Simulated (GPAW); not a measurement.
Two runs for the Y L₃ edge of atom 1 in Y (P6_3/mmc). Run A: GPAW, PBE, excited-electron core hole (neutral cell), 8-atom cell with 6.8 Å between holes, 3×3×3 k points, dipole transitions, Gaussian full width 1.5 eV up to 4 eV, rising linearly to 3.5 eV at 25 eV. Run B differs in one choice.

Energy from the lowest empty level; intensity scaled to a mean of 1 over the first 20 eV:

```tsv
E (eV)	A	B
-2.0	0.00	0.00
-1.4	0.04	0.02
-0.8	0.26	0.17
-0.2	0.90	0.75
0.4	1.84	1.78
1.0	2.58	2.61
1.6	2.59	2.59
2.2	2.03	2.21
2.8	1.70	2.37
3.4	2.01	2.57
4.0	2.42	2.25
4.6	2.16	1.59
5.2	1.38	0.93
5.8	0.72	0.55
6.4	0.49	0.53
7.0	0.53	0.66
7.6	0.60	0.69
8.2	0.63	0.63
8.8	0.65	0.60
9.4	0.71	0.67
10.0	0.75	0.75
10.6	0.74	0.76
11.2	0.69	0.68
11.8	0.60	0.57
12.4	0.52	0.47
13.0	0.44	0.43
13.6	0.41	0.42
14.2	0.42	0.43
14.8	0.46	0.47
15.4	0.53	0.54
16.0	0.61	0.61
16.6	0.66	0.66
17.2	0.68	0.67
17.8	0.66	0.64
18.4	0.64	0.59
19.0	0.61	0.57
19.6	0.59	0.57
20.2	0.58	0.59
20.8	0.58	0.60
21.4	0.57	0.59
22.0	0.56	0.57
22.6	0.54	0.53
23.2	0.51	0.49
23.8	0.48	0.45
24.4	0.46	0.43
25.0	0.45	0.42
25.6	0.44	0.42
26.2	0.45	0.44
26.8	0.46	0.46
27.4	0.48	0.49
28.0	0.50	0.51
28.6	0.52	0.53
29.2	0.53	0.54
29.8	0.54	0.55
30.4	0.54	0.54
31.0	0.54	0.53
31.6	0.53	0.52
```

Question: What was changed?
a) the volume of the cell
b) the broadening
c) the size of the supercell
d) the plane-wave cutoff

(c): run B changes the supercell atoms from 8 to 2, and the k mesh follows the cell. Against the first run the r.m.s. difference is 16 %. The highest intensity below 24 eV goes from 1.4 eV (2.68) to 1.2 eV (2.70). Other settings could leave a like mark; this is the one that was changed.

[Banner, clock and machine lines of the logs are left out without a mark of their own.]

[Logs are printed without paths, hosts, clocks, repeated set-up lines and the standing remarks that a program may print on its own settings, such as how far it seeks lower states.]

[Hosts, paths, dates, database ids (printed as entryN), source tags and the programs' standing remarks are cut or masked in the printed files.]

[Lists of maxima count a maximum above −3 eV only where it reaches 4 % of the highest in the window and stands out from its surroundings by 2 % of it (1.5 % where it reaches 55 %); shoulders and weaker maxima are passed over, and of the rest the first, up to two pre-edge ones and the few strongest are named.]
